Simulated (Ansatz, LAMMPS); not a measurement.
# K+ triflate in vinylene carbonate and dimethyl carbonate and a fluorinated ether (TTE) at 440 K (149 atoms): a single point, part 2 of 2

Wanted: forces, charges and levels of K+ triflate in vinylene carbonate and dimethyl carbonate and a fluorinated ether (TTE) at 440 K (149 atoms).

Ansatz 0.2.0; Kohn-Sham DFT, r2SCAN+D4, PAW (set soft_2), plane waves.

The cell: 35 F, 42 C, 28 O, 42 H, 1 S and 1 K. The network of contacts between molecules at the start is that of the classical potential that made the cell. The density was typed from a rule of thumb and may lie off the real one at this temperature. Only the Γ point is sampled, in a cell whose shortest periodic width is 13 Å.

So far. Step 3 (Plane-wave single point): About 62 of the 638 electrons lie in deeper levels, below the stored range.

## 3. Plane-wave single point (continued)

Valence density in the ac plane at fractional y = 0.140, with atoms of F and H and C and O and S within 0.2 Å of it. It is the smooth field of the valence electrons, not physical close to the nuclei.

Ten steps, logarithmic in the rise over the least value, from '0' (0.00 × 1e0 e/Å³) to '9' (9.72 × 1e0 e/Å³), each cell a mean:
```
0000002344455431111222258985100000000
0000012444566532221000147873100000000
0000001222344432221000012221000000000
1000000000112211100000000000001233211
4310000000000000000000100000013577644
6421000000000000000013332100013798766
5420000011111000000024554200002466556
3210000245432210000023443100000111223
1000000245555431001111211100000000001
1000000123345542124553212221000000011
1100000001122321137886434443100000001
1111000000000000136776555543100000001
3443200000000000012445435431000012222
5654200000000111001235654310000257765
5542100000112344210246653200001379975
4432100012444565311135642100000246644
4543200013455565421012211000000011112
4564200001233554321000010000000000001
2443100000012232110000122100000000001
1110000000123321000000133211111000111
2000000000134431000001234422221002454
3100000000012210001233455431110013565
1000000000001000013565455431000001343
0000000111222210013554346653100000000
```
Columns run along a (13.1 Å), rows up along c (13.1 Å). Atoms in or near the plane, at fractional coordinates: F at (0.91, 0.39), H at (0.05, 0.25), C at (0.38, 0.31), F at (0.68, 0.96), H at (0.24, 0.66), H at (0.37, 0.60), C at (0.98, 0.75), O at (0.88, 0.77), C at (0.32, 0.94), O at (0.53, 0.54), S at (0.62, 0.48).

Electrostatic potential energy in the ac plane at fractional y = 0.140, with atoms of F and H and C and O and S within 0.2 Å of it. With pseudopotentials it is smooth inside the atoms' cores, unlike the true potential.

Ten even steps from '0' (-42 eV) to '9' (5 eV), each cell a mean:
```
9999999987522689999999960017999999999
9999999877200378999999984248999999999
9999999998755789989999999999999999999
9999999999999999999999999999999999999
7899999999999999999999999999999522565
0689999999999999999988778999998300100
2789999999999999999986447899999855620
8999999865788999999987667899999999988
9999999854546789999999889999999999999
9999999998777258998778999999999999999
9999999999999889993004778889999999999
9999999999999999995111103689999999999
7778999999999999999861110589999999988
1268999999999999999974114799999973352
0278999999999867999984368999999930022
6788999999887425899997689999999985577
7668999999874001689999999999999999998
8437999999987435799999999999999999999
8658999999998888999999988999999999999
9999999999999999999999988889999999999
9999999999998899999999887789999999878
9999999999999999999998744689999999647
9999999999999999999657500589999999989
9999999999988999999767753469999999999
```
Columns run along a (13.1 Å; values clipped at the 3rd and 97th percentile), rows up along c (13.1 Å). Atoms in or near the plane, at fractional coordinates: F at (0.91, 0.39), H at (0.05, 0.25), C at (0.38, 0.31), F at (0.68, 0.96), H at (0.24, 0.66), H at (0.37, 0.60), C at (0.98, 0.75), O at (0.88, 0.77), C at (0.32, 0.94), O at (0.53, 0.54), S at (0.62, 0.48).

Mean Löwdin charges: C +0.34, F -0.25, H +0.22, K +0.87, O -0.37, S +2.30 e (they miss 1.2 % of the electrons, so they add up to more than the cell's charge). The largest share in the top eV of filled states is O p (64 % of the projected weight), and in the lowest eV of empty states C p (51 % of the projected weight).

## 4. Distances and neighbours

These statistics describe the geometry on which the runs were made.

Density 1.27 g/cm³, 15.14 Å³ an atom.

g(r), total and by pair (bins of 0.2 Å):

```
r (Å)  total   C-C    C-H    C-F    C-O   C-K   C-S
 1.00   1.93  0.00  12.15   0.00   0.00  0.00  0.00
 1.20   1.56  1.25   5.89   0.75   4.04  0.00  0.00
 1.40   3.01  1.63   0.00  10.80  13.00  0.00  0.00
 1.60   0.56  4.63   0.00   0.00   0.66  0.00  0.00
 1.80   0.51  0.00   0.00   0.00   0.00  0.00  6.40
 2.00   0.94  1.20   0.82   0.00   0.00  0.00  0.00
 2.20   1.64  1.28   1.70   0.59   1.25  0.00  0.00
 2.40   1.12  1.21   0.61   3.17   0.65  0.00  0.00
 2.60   0.97  0.63   0.61   0.94   1.01  0.00  0.00
 2.80   0.84  0.00   0.65   0.77   0.29  0.00  0.00
 3.00   0.71  0.23   0.50   0.90   0.42  0.00  0.00
 3.20   0.76  0.00   1.10   0.89   0.59  0.00  0.00
 3.40   0.70  0.00   0.79   0.47   0.79  1.82  0.00
 3.60   0.76  0.08   0.94   0.66   0.54  0.00  0.00
 3.80   0.90  0.99   0.60   0.81   0.63  1.43  1.46
 4.00   0.87  0.63   0.98   1.22   0.62  1.39  0.00
 4.20   0.96  0.87   0.63   1.07   0.87  3.56  2.37
 4.40   0.97  1.26   1.21   0.95   0.71  1.11  0.00
 4.60   1.08  1.35   1.05   0.81   1.38  1.02  4.02
 4.80   1.03  1.00   1.28   1.27   0.93  0.00  0.00
 5.00   1.06  1.22   1.17   0.88   0.94  2.59  0.86
 5.20   1.06  1.05   1.07   1.16   1.30  0.00  2.35
 5.40   0.97  1.18   0.89   1.05   1.07  2.96  1.47
 5.60   1.11  1.53   1.14   0.86   0.93  2.04  1.39
 5.80   1.02  0.88   0.92   0.98   1.11  1.27  0.00
 6.00   1.08  1.39   1.06   1.06   1.16  1.21  0.60
 6.20   1.07  1.17   1.14   1.14   1.37  0.56  1.12
 6.40   1.04  1.17   0.90   0.88   1.12  0.00  1.59
```

Bonds by pair of elements; cutoffs follow the first minimum of g(r), held within bounds set by covalent radii, and pairs that aren't listed don't count as bonded:

```
pair A-B  cutoff (Å)  bonds  mean length (Å)  spread (Å)  shortest (Å)  B about A  A about B
     C-C        1.82     16             1.49       0.116          1.27      0.762      0.762
     C-H        1.34     42             1.09        0.04          1.02          1          1
     C-F        1.62     35             1.36       0.039          1.28      0.833          1
     C-O        1.73     43             1.37       0.079           1.2       1.02       1.54
     C-S        2.21      1             1.84           0          1.84      0.024          1
     O-K        3.18      4             2.64       0.094          2.56      0.143          4
     O-S        1.93      3             1.48       0.035          1.45      0.107          3
```

How many atoms have how many bonded neighbours:

```
element  mean   1   2   3   4
      C  3.64   0   0  15  27
      F     1  35   0   0   0
      H     1  42   0   0   0
      K     4   0   0   0   1
      O  1.79   6  22   0   0
      S     4   0   0   0   1
```

Bond angles, per cent of each kind in bins of 5°:

```
angle (°)  C-C-F  H-C-O  C-C-H  H-C-H  O-C-O
   95–100    0.0    0.0    0.0    4.5    0.0
  100–105    7.5   11.8    8.3   31.8    0.0
  105–110   35.0   38.2   16.7   22.7   14.3
  110–115   40.0   23.5   29.2   22.7   14.3
  115–120   17.5    8.8   12.5   13.6   19.0
  120–125    0.0   14.7   16.7    0.0   28.6
  125–130    0.0    2.9   12.5    4.5   23.8
  130–135    0.0    0.0    0.0    0.0    0.0
  135–140    0.0    0.0    4.2    0.0    0.0
```

Bond angles (no mean is given where the spread exceeds 20°):

```
angle  count  mean (°)  spread (°)
C-C-F     40       111         4.2
H-C-O     34       112         6.5
C-C-H     24       116         8.2
H-C-H     22       109         6.7
O-C-O     21       120         6.5
```

Bond length by coordination (bonds to H left out):

```
element  coordination  atoms  mean bond length (Å)
      C             3     15                  1.33
      C             4     27                  1.45
      O             1      6                  1.26
      O             2     22                  1.51
```

Rings of the network by King's shortest-path rule, up to 12 atoms, one path for each pair of neighbours; H, halogens, alkali and alkaline-earth atoms are left out, and the last column divides by all other atoms, bonded or not:

```
ring size (atoms)  rings  per network atom
                5      4             0.056
```

Counting bonds as in the table, 64 % of C atoms have 4, all F atoms have 1, all H atoms have 1 and all K atoms have 4 bonded neighbours. The C-C-F angle averages 111° with a spread of 4°. All rings counted have 5 atoms.

A closer look about C126, which bears the longest force: 10 atoms, nearest first, numbered in the order of the input, with positions taken from that point.

```
atom      x      y      z  distance (Å)  bonds  Löwdin charge (e)     Fx     Fy  Fz (eV/Å)
C126   0.00   0.00   0.00          0.00      3               0.74  -2.78  -7.31       1.69
O125  -0.41  -1.19   0.10          1.27      2              -0.46   1.36   3.63      -1.00
O127   1.27   0.31   0.49          1.39      2              -0.22  -2.86   0.41      -1.57
O130  -0.89   1.04  -0.33          1.41      2              -0.19   4.53  -1.76       0.82
C129   0.04   2.02  -0.07          2.02      3               0.04  -2.90   3.44      -0.54
C128   1.17   1.69   0.42          2.10      3               0.05   3.26  -0.79       0.88
H132  -0.34   2.98  -0.10          3.00      1               0.26  -0.55   1.68      -0.43
H131   2.03   2.22   0.75          3.10      1               0.26  -0.04   0.39      -0.06
F148   1.18  -0.87  -3.25          3.56      1              -0.22   1.33  -0.63       0.59
H139  -2.13  -2.47   1.71          3.68      1               0.23  -0.12   0.92       0.05
```

The column of bonds counts only the pairs C-C within 1.82 Å, C-H within 1.34 Å, C-F within 1.62 Å, C-O within 1.73 Å, C-S within 2.21 Å, O-K within 3.18 Å, O-S within 1.93 Å; other neighbours, such as metal atoms beside each other in a compound, aren't counted, and periodic images can show an atom twice.

## 5. Results

* free energy per atom: -388.6098 eV/atom
* pressure: -1.075 GPa
* r.m.s. force component: 1.355 eV/Å
* gap (highest filled to lowest empty level): 4.12 eV
* wall time of the 1 DFT run: 54 s

In words: The highest filled and lowest empty levels differ by 4.12 eV (at Γ alone); a semilocal functional tends to put such gaps too low. In a disordered cell it changes from sample to sample and from frame to frame. Counting bonds as in the table, 64 % of C atoms have 4, all F atoms have 1, all H atoms have 1 and all K atoms have 4 bonded neighbours.

Caveats: The force components of 1.4 eV/Å r.m.s. hold both thermal displacement and the mismatch between the potential that made the cell and DFT, above all in bond lengths inside molecules. The pressure of a single frame lacks the kinetic term.

[Logs are printed without paths, hosts, clocks, repeated set-up lines and the standing remarks that a program may print on its own settings, such as how far it seeks lower states.]

[Hosts, paths, dates, database ids (printed as entryN), source tags and the programs' standing remarks are cut or masked in the printed files.]
